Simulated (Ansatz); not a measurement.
**ZrH2 (Fm-3m): from the cell to its phonons**

How does ZrH2 (Fm-3m) vibrate, and is this structure a minimum?

Method: DFT PBEsol, scalar-relativistic, plane waves, norm-conserving pseudopotentials, in Ansatz 0.2.0.

## Step 1: Starting point

Symmetry: Fm-3m, No. 225, cubic system. The conventional cell has a = 4.818 Å, b = 4.818 Å, c = 4.818 Å, α = 90.00°, β = 90.00°, γ = 90.00°. Zr has 8 H at 2.09 Å nearest. Nearest to H lie 4 Zr at 2.09 Å. Farther neighbours are not listed.

Coordinates:

```cif
data_structure
_symmetry_space_group_name_H-M 'P 1'
_symmetry_Int_Tables_number 1
_cell_length_a 3.4072
_cell_length_b 3.4072
_cell_length_c 3.4072
_cell_angle_alpha 60.000
_cell_angle_beta 60.000
_cell_angle_gamma 60.000
_cell_volume 27.97
loop_
_atom_site_label
_atom_site_type_symbol
_atom_site_fract_x
_atom_site_fract_y
_atom_site_fract_z
_atom_site_occupancy
Zr1 Zr 0.00000 0.00000 0.00000 1
H2 H 0.75000 0.75000 0.75000 1
H3 H 0.25000 0.25000 0.25000 1
```

## Step 2: Relaxation

The cell and atoms are relaxed, since residual forces and stress would shift the frequencies.

input.yaml

```yaml
crystal:
  lattice:
    - [0.0, 2.409225, 2.409225]
    - [2.409225, 0.0, 2.409225]
    - [2.409225, 2.409225, 0.0]
  atoms:
    - { symbol: Zr, position: [0.0, 0.0, 0.0] }
    - { symbol: H, position: [0.75, 0.75, 0.75] }
    - { symbol: H, position: [0.25, 0.25, 0.25] }
kpoints:
  mp_grid: { grid: [14, 14, 14] }
hamiltonian:
  xc: pbesol
  pseudopotentials: { kind: nc }
scf:
  occupations: { method: gaussian, width: 0.1 }
output:
  forces: true
  stress: true
  eigenvalues: true
relax:
  adjacent_minimum: "off"
  f_tol: 0.005
  max_steps: 80
  cell: { stress_tol: 0.05 }
```

Command:

```console
ansatz run input.yaml --threads 4 --pin off --max-ram 7168MiB --backend cpu --events-out ev --progress --plain --runs-dir out
```

Numbers of over 12 decimals in the logs are rounded to 6 here.

Log:

```text
Engine: ansatz 0.2.0, aarch64-unknown-linux-gnu
Pseudopotentials: kind: nc
Pseudopotential: Zr, nc, valence charge 12, recommended cutoff 897.975746 eV (normal), Zr.nc.azcp (PseudoDojo's, or run here from an input of PseudoDojo's: the run reads no file of this project's for it)
Pseudopotential: H, nc, valence charge 1, recommended cutoff 979.609905 eV (normal), H.nc.azcp (PseudoDojo's, or run here from an input of PseudoDojo's: the run reads no file of this project's for it)
Functional definition: PBEsol
  exchange = pbesol_x
  correlation = pbesol_c
Crystal: 3 atoms, lattice volume = 27.968 Å³
Basis set: ecut = 979.609905 eV, 1917 PW (Γ), exchange–correlation on 72×72×72 points (8 copies of the dense FFT grid, shifted against one another)
Bands: 11, of which v1, the nominal top of the filled ones, is band 7 counted from 1 (6 counted from 0)
Symmetry: 48 space group operations
Space group: Fm-3m (ITA 225), of the structure as read, at distance tolerance 3.0e-5 Å
k-points: 104 of 2744
Non-local potential: Zr, projectors of the file, l = 0: 2, l = 1: 2, l = 2: 2
Non-local potential: H, projectors of the file, l = 0: 2, l = 1: 1
Initial density: superposition of atomic densities (chi_scale 0.1, normalization cell, long waves kept (reshape's long-wave potential 0.00 eV rms))
Initial wavefunctions: pseudopotential atomic-orbital guess
Functional: x = pbesol(κ = 0.804, μ = 0.123457), c = pbesol(β = 0.046)
SCF iter   1: F=—  HF=-1410.574173 eV  |F-HF|=—  |Δ(HF+E_count)|=         —  Δρ=7.23e-2  dr2=1.44e0  ethr=3.10e-3  ⟨swp⟩=6.0  Hψ=7499  notcnv=0
preconditioner: auto → none  [metal: Δε(μ)=0.018 eV  Ē_g=8.349 eV  σ=0.100 eV  W_gap=0.10  n_scr=8 (ndim 8)  ℏωp=17.2 eV  f_vac=0.000  D(μ)=1.61/eV (n_scr^D=14)  sad-step TF]
SCF iter   2: F=—  HF=-1410.161677 eV  |F-HF|=—  |Δ(HF+E_count)|=   4.12e-1  Δρ=3.71e-2  dr2=4.03e-1  ethr=3.10e-3  ⟨swp⟩=2.1  Hψ=2422  notcnv=0
SCF iter   3: F=—  HF=-1410.003468 eV  |F-HF|=—  |Δ(HF+E_count)|=   1.58e-1  Δρ=3.15e-3  dr2=7.10e-4  ethr=2.88e-3  ⟨swp⟩=2.1  Hψ=1907  notcnv=0
SCF iter   4: F=—  HF=-1410.003916 eV  |F-HF|=—  |Δ(HF+E_count)|=   4.48e-4  Δρ=4.20e-4  dr2=2.28e-5  ethr=5.07e-6  ⟨swp⟩=2.1  Hψ=2693  notcnv=0
SCF iter   5: F=—  HF=-1410.003916 eV  |F-HF|=—  |Δ(HF+E_count)|=   3.16e-8  Δρ=9.36e-5  dr2=7.69e-7  ethr=1.63e-7  ⟨swp⟩=2.9  Hψ=1932  notcnv=0
SCF iter   6: F=-1410.003916 eV  HF=-1410.003916 eV  |F-HF|=9.30e-9  |Δ(HF+E_count)|=   8.08e-8  Δρ=7.18e-6  dr2=1.23e-8  ethr=7.14e-10  ⟨swp⟩=8.1  Hψ=6915  notcnv=0
SCF 1 converged in 6 iterations: F = -1410.003916 eV  dr2 = 1.23e-8
relax step   1: F+E_penalty+E_count = -1410.00391619 eV  Δ(F+E_penalty+E_count) = +0.000e0 eV  max|allowed force component| = 4.096e-19 eV/Å  Δτ_max = 0.0000 Å  P = -4.566 GPa  Ω = 27.968 Å³  (6 SCF iters, dr2 threshold 1.00e-7 eV, accepted)
Crystal: 3 atoms, lattice volume = 25.151 Å³
Basis set: ecut = 979.609905 eV, 1807 PW (Γ), exchange–correlation on 72×72×72 points (8 copies of the dense FFT grid, shifted against one another)
Initial density: handed on by an earlier stage of this run
Initial wavefunctions: those handed on with the density
iter 1 solved again at ethr=1.88e-4 eV; its pass at ethr=3.10e-3 eV (dr2=2.64e-2 eV) is discarded
SCF iter   1: F=—  HF=-1409.963549 eV  |F-HF|=—  |Δ(HF+E_count)|=         —  Δρ=1.16e-2  dr2=2.68e-2  ethr=1.88e-4  ⟨swp⟩=1.0  Hψ=9450  notcnv=0
preconditioner: auto → none  [metal: Δε(μ)=0.016 eV  Ē_g=8.420 eV  σ=0.100 eV  W_gap=0.09  n_scr=8 (ndim 8)  ℏωp=18.1 eV  f_vac=0.000  D(μ)=1.48/eV (n_scr^D=14)]
SCF iter   2: F=—  HF=-1409.953711 eV  |F-HF|=—  |Δ(HF+E_count)|=   9.84e-3  Δρ=3.19e-3  dr2=1.81e-3  ethr=1.88e-4  ⟨swp⟩=2.2  Hψ=1435  notcnv=0
SCF iter   3: F=—  HF=-1409.953060 eV  |F-HF|=—  |Δ(HF+E_count)|=   6.51e-4  Δρ=4.99e-4  dr2=3.67e-5  ethr=1.29e-5  ⟨swp⟩=2.4  Hψ=1445  notcnv=0
SCF iter   4: F=—  HF=-1409.953052 eV  |F-HF|=—  |Δ(HF+E_count)|=   8.05e-6  Δρ=8.72e-5  dr2=8.00e-7  ethr=2.62e-7  ⟨swp⟩=2.8  Hψ=1883  notcnv=0
SCF iter   5: F=-1409.953052 eV  HF=-1409.953052 eV  |F-HF|=2.94e-8  |Δ(HF+E_count)|=   2.93e-7  Δρ=1.60e-5  dr2=3.88e-8  ethr=2.14e-9  ⟨swp⟩=7.8  Hψ=6603  notcnv=0
SCF 2 converged in 5 iterations: F = -1409.953052 eV  dr2 = 3.88e-8
relax step   2: F+E_penalty+E_count = -1409.95305184 eV  Δ(F+E_penalty+E_count) = +5.086e-2 eV  max|allowed force component| = 2.168e-18 eV/Å  Δτ_max = 0.0000 Å  P = +11.838 GPa  Ω = 25.151 Å³  energy of the carried Pulay correction = +6.733e-4 eV  (5 SCF iters, dr2 threshold 3.00e-7 eV, rejected (line search))
Crystal: 3 atoms, lattice volume = 27.123 Å³
iter 1 solved again at ethr=1.15e-4 eV; its pass at ethr=3.10e-3 eV (dr2=1.61e-2 eV) is discarded
SCF iter   1: F=—  HF=-1410.024232 eV  |F-HF|=—  |Δ(HF+E_count)|=         —  Δρ=8.57e-3  dr2=1.67e-2  ethr=1.15e-4  ⟨swp⟩=1.0  Hψ=9254  notcnv=0
preconditioner: auto → none  [metal: Δε(μ)=0.014 eV  Ē_g=7.807 eV  σ=0.100 eV  W_gap=0.08  n_scr=8 (ndim 8)  ℏωp=17.5 eV  f_vac=0.000  D(μ)=1.61/eV (n_scr^D=14)]
SCF iter   2: F=—  HF=-1410.018124 eV  |F-HF|=—  |Δ(HF+E_count)|=   6.11e-3  Δρ=2.27e-3  dr2=1.04e-3  ethr=1.15e-4  ⟨swp⟩=2.1  Hψ=1432  notcnv=0
SCF iter   3: F=—  HF=-1410.017757 eV  |F-HF|=—  |Δ(HF+E_count)|=   3.68e-4  Δρ=3.97e-4  dr2=2.70e-5  ethr=7.42e-6  ⟨swp⟩=2.6  Hψ=1704  notcnv=0
SCF iter   4: F=—  HF=-1410.017752 eV  |F-HF|=—  |Δ(HF+E_count)|=   5.01e-6  Δρ=6.95e-5  dr2=4.76e-7  ethr=1.93e-7  ⟨swp⟩=2.4  Hψ=1582  notcnv=0
SCF iter   5: F=—  HF=-1410.017753 eV  |F-HF|=—  |Δ(HF+E_count)|=   1.01e-6  Δρ=9.29e-6  dr2=7.96e-9  ethr=3.40e-9  ⟨swp⟩=2.5  Hψ=1875  notcnv=0
SCF iter   6: F=—  HF=-1410.017753 eV  |F-HF|=—  |Δ(HF+E_count)|=  9.11e-10  Δρ=1.54e-6  dr2=1.46e-10  ethr=5.68e-11  ⟨swp⟩=2.0  Hψ=1806  notcnv=0
SCF iter   7: F=-1410.017753 eV  HF=-1410.017753 eV  |F-HF|=9.09e-13  |Δ(HF+E_count)|=  2.36e-11  Δρ=9.82e-8  dr2=1.38e-12  ethr=1.00e-12  ⟨swp⟩=8.0  Hψ=7027  notcnv=0
SCF 3 converged in 7 iterations: F = -1410.017753 eV  dr2 = 1.38e-12
relax step   3: F+E_penalty+E_count = -1410.01775255 eV  Δ(F+E_penalty+E_count) = -1.384e-2 eV  max|allowed force component| = 4.192e-18 eV/Å  Δτ_max = 0.0000 Å  P = -0.499 GPa  Ω = 27.123 Å³  energy of the carried Pulay correction = +1.948e-4 eV  (7 SCF iters, accepted)
[...]
relax step   4: F+E_penalty+E_count = -1410.01792449 eV  Δ(F+E_penalty+E_count) = -1.719e-4 eV  max|allowed force component| = 6.361e-18 eV/Å  Δτ_max = 0.0000 Å  P = +0.026 GPa  Ω = 27.022 Å³  energy of the carried Pulay correction = +2.183e-4 eV  (3 SCF iters, dr2 threshold 3.00e-7 eV, accepted)
Initial wavefunctions: pseudopotential atomic-orbital guess (no wavefunctions were taken with the density)
iter 1 solved again at ethr=6.41e-8 eV; its pass at ethr=3.10e-3 eV (dr2=8.97e-6 eV) is discarded
SCF iter   1: F=—  HF=-1410.017723 eV  |F-HF|=—  |Δ(HF+E_count)|=         —  Δρ=4.28e-5  dr2=5.74e-8  ethr=6.41e-8  ⟨swp⟩=4.7  Hψ=11930  notcnv=0
preconditioner: auto → none  [metal: Δε(μ)=0.013 eV  Ē_g=7.891 eV  σ=0.100 eV  W_gap=0.07  n_scr=8 (ndim 8)  ℏωp=17.5 eV  f_vac=0.000  D(μ)=1.61/eV (n_scr^D=14)]
SCF iter   2: F=—  HF=-1410.017724 eV  |F-HF|=—  |Δ(HF+E_count)|=   1.16e-6  Δρ=2.13e-5  dr2=1.04e-8  ethr=4.10e-10  ⟨swp⟩=2.2  Hψ=1609  notcnv=0
SCF iter   3: F=—  HF=-1410.017724 eV  |F-HF|=—  |Δ(HF+E_count)|=   6.07e-8  Δρ=2.37e-6  dr2=1.15e-10  ethr=7.41e-11  ⟨swp⟩=2.0  Hψ=1408  notcnv=0
SCF iter   4: F=-1410.017724 eV  HF=-1410.017724 eV  |F-HF|=5.46e-12  |Δ(HF+E_count)|=  7.61e-10  Δρ=2.51e-7  dr2=1.10e-11  ethr=1.00e-12  ⟨swp⟩=8.9  Hψ=7187  notcnv=0
SCF 5 converged in 4 iterations: F = -1410.017724 eV  dr2 = 1.10e-11
relax step   5: F+E_penalty+E_count = -1410.01772422 eV  Δ(F+E_penalty+E_count) = +2.003e-4 eV  max|allowed force component| = 6.457e-18 eV/Å  Δτ_max = 0.0000 Å  P = +0.020 GPa  Ω = 27.022 Å³  stress off target by 2.05e-2 GPa  SCF on the basis re-selected at this cell (its energy is not comparable with the rows above)  (4 SCF iters)
basis re-selected at this cell: Δ(F+E_penalty+E_count) = +2.003e-4 eV, ΔP = -0.005 GPa vs the last step (what re-selecting the basis moved, of the pressure what is left beyond the Pulay correction that the steps carried, after the strain that the cell walked since its last selection, with what the two solves' SCF thresholds leave and, on support functions, any second-order correction that the steps lacked; it is no m [...]
SCF converged after 4 iterations
Free energy (F): -1410.017724 eV
Harris-Foulkes:  -1410.017724 eV  (|F-HF|=5.46e-12)
Internal energy: -1410.009688 eV  (E = F + TS)
E sigma→0 (E₀):  -1410.013706 eV
Entropy (-TS):   -0.008036 eV (-2.679 meV/atom)
Fermi energy:    13.176107 eV
--- Per-component energies (eV) ---
  E_band       = -103.384383
  E_kinetic    = 424.825137
  E_local      = -801.928879  (includes V_loc(G=0)·N_el)
  E_nonlocal   = 137.616152
  E_hartree    = 194.174838
  E_xc         = -291.471429
  E_vxc        = -252.246392  (∫ρ·V_xc dr)
  E_ewald      = -1073.225508
  E_smearing   = -0.008036  (= −TS)
  E_closure    = -0.000000  (closes the sum)
  Σ components = -1410.017724   (vs F -1410.017724, Δ=0.00e0)
--- Forces (eV/Å), atoms counted from 1 ---
  atom   1  Zr     0.00000000    -0.00000000     0.00000000
  atom   2  H     -0.00000000    -0.00000000    -0.00000000
  atom   3  H      0.00000000     0.00000000     0.00000000
  max |Σ_I F_I| component: 2.89e-19 eV/Å
--- Stress (GPa, compression-positive) ---
        0.020492      -0.000000      -0.000000
       -0.000000       0.020492      -0.000000
       -0.000000      -0.000000       0.020492
  P = ⅓ Tr σ = 0.0205 GPa (0.205 kbar)
--- Band table (eV; the first three rows and the last of 104) ---
  k-point 0: bands = [... 3 lower, -13.6807, 3.4394, 11.9251, 12.8317, 12.8317, 12.8317, 15.5270, 15.5270]
  k-point 1: bands = [... 3 lower, -13.6852, 3.5719, 10.9933, 12.9016, 12.9016, 13.9266, 15.4575, 15.4575]
  k-point 2: bands = [... 3 lower, -13.6979, 3.9459, 9.9262, 13.0744, 13.0744, 15.3223, 15.3223, 15.4520]
  k-point 103: bands = [... 3 lower, -13.9304, 7.2703, 7.7461, 10.7645, 14.4297, 17.2052, 18.3281, 18.9461]
--- Relaxed structure (4 steps of the walk, 3 accepted, 1 SCFs on fresh bases) ---
  F+E_penalty+E_count = -1410.01772422 eV   max|allowed force component| = 6.457e-18 eV/Å   (the final SCF, on the basis selected at the relaxed cell)
  cell:  # Å, volume = 27.0223 Å³
    - [0, 2.381756, 2.381756]
    - [2.381756, 0, 2.381756]
    - [2.381756, 2.381756, 0]
  atoms:
    - { symbol: Zr, position: [0, 0, 0] }
    - { symbol: H, position: [0.750000, 0.750000, 0.750000] }
    - { symbol: H, position: [0.25, 0.25, 0.25] }
```

Elapsed: 17 s, on 4 threads of Arm Neoverse N1, shared host; peak memory 0.4 GiB; 59 s of CPU time.

Step by step:

| step | energy less that of the first step (eV) | largest force component (eV/Å) | pressure (GPa) | volume (Å³) |
| --- | --- | --- | --- | --- |
| 1 | 0.0000 | 0.0000 | -4.57 | 27.97 |
| 2 | 0.0509 | 0.0000 | 11.84 | 25.15 |
| 3 | -0.0138 | 0.0000 | -0.50 | 27.12 |
| 4 | -0.0140 | 0.0000 | 0.03 | 27.02 |
| 5* | -0.0138 | 0.0000 | 0.02 | 27.02 |

Relaxation steps marked * repeat the geometry before them on a plane-wave basis chosen anew for their cell, so energy and pressure can jump there. Relaxation step 2 was tried and not accepted.

The run keeps the 48 symmetry operations that it works with, so distortions that break them were not tested.

| conventional cell, symmetrised | before | after | change |
| --- | --- | --- | --- |
| a (Å) | 4.818 | 4.764 | -1.1 % |
| b (Å) | 4.818 | 4.764 | -1.1 % |
| c (Å) | 4.818 | 4.764 | -1.1 % |
| volume (Å³/atom) | 9.32 | 9.01 | -3.4 % |

The relaxed structure:

```xyz
3
Lattice="0.0000 2.3818 2.3818 2.3818 0.0000 2.3818 2.3818 2.3818 0.0000" Properties=species:S:1:pos:R:3 pbc="T T T"
Zr    0.0000    0.0000    0.0000
H     3.5726    3.5726    3.5726
H     1.1909    1.1909    1.1909
```

This step gave:

* pressure: 0.02049 GPa
* volume per atom: 9.007 Å³
* gap on the k-mesh: 0 eV

In this step the volume went from 9.32 to 9.01 Å³/atom.

## Step 3: Tight relaxation

Phonons need a cell at rest on their own settings, so the relaxation is repeated with tight tolerances on forces and stress on the k mesh and occupations of the first response run.

input.yaml

```yaml
crystal:
  lattice:
    - [0.0, 2.3817559003, 2.3817559003]
    - [2.3817559003, 0.0, 2.3817559003]
    - [2.3817559003, 2.3817559003, 0.0]
  atoms:
    - { symbol: Zr, position: [0.0, 0.0, 0.0] }
    - { symbol: H, position: [0.75, 0.75, 0.75] }
    - { symbol: H, position: [0.25, 0.25, 0.25] }
kpoints:
  mp_grid: { grid: [16, 16, 16] }
hamiltonian:
  xc: pbesol
  pseudopotentials: { kind: nc }
scf:
  occupations: { method: methfessel_paxton, width: 0.15 }
output:
  forces: true
  stress: true
  eigenvalues: true
relax:
  adjacent_minimum: "off"
  f_tol: 0.001
  max_steps: 60
  cell: { stress_tol: 0.01 }
```

Log:

```text
[...]
Crystal: 3 atoms, lattice volume = 27.022 Å³
Basis set: ecut = 979.609905 eV, 1893 PW (Γ), exchange–correlation on 72×72×72 points (8 copies of the dense FFT grid, shifted against one another)
Bands: 11, of which v1, the nominal top of the filled ones, is band 7 counted from 1 (6 counted from 0)
Symmetry: 48 space group operations
[...]
k-points: 145 of 4096
[...]
--- Relaxed structure (1 steps of the walk, 1 accepted, 1 SCFs on fresh bases) ---
[...]
cell:  # Å, volume = 27.0223 Å³
    - [0.0, 2.3817559003, 2.3817559003]
    - [2.3817559003, 0.0, 2.3817559003]
    - [2.3817559003, 2.3817559003, 0.0]
  atoms:
    - { symbol: Zr, position: [0.0, 0.0, 0.0] }
    - { symbol: H, position: [0.75, 0.75, 0.75] }
    - { symbol: H, position: [0.25, 0.25, 0.25] }
[key lines of the parts left out:]
SCF converged after 4 iterations
Free energy (F): -1410.014170 eV
Fermi energy:    13.179639 eV
P = ⅓ Tr σ = 0.0055 GPa (0.055 kbar)
```

The job ended after 11 s (4 threads; peak memory 0.42 GiB; 35 s of CPU time).

Little changed from the start: no atom moved by 0.005 Å and no cell edge by 0.1 %.

This step gave:

| Property | Result |
| --- | --- |
| pressure | 0.005469 GPa |

The forces vanish by symmetry and the pressure is 0.005 GPa, within the tolerances set. The cell now holds 9.01 Å³/atom.

(Part 1 of 2 ends here.)

[Logs are printed without paths, hosts, clocks, repeated set-up lines and the standing remarks that a program may print on its own settings, such as how far it seeks lower states.]

[Hosts, paths, dates, database ids (printed as entryN), source tags and the programs' standing remarks are cut or masked in the printed files.]
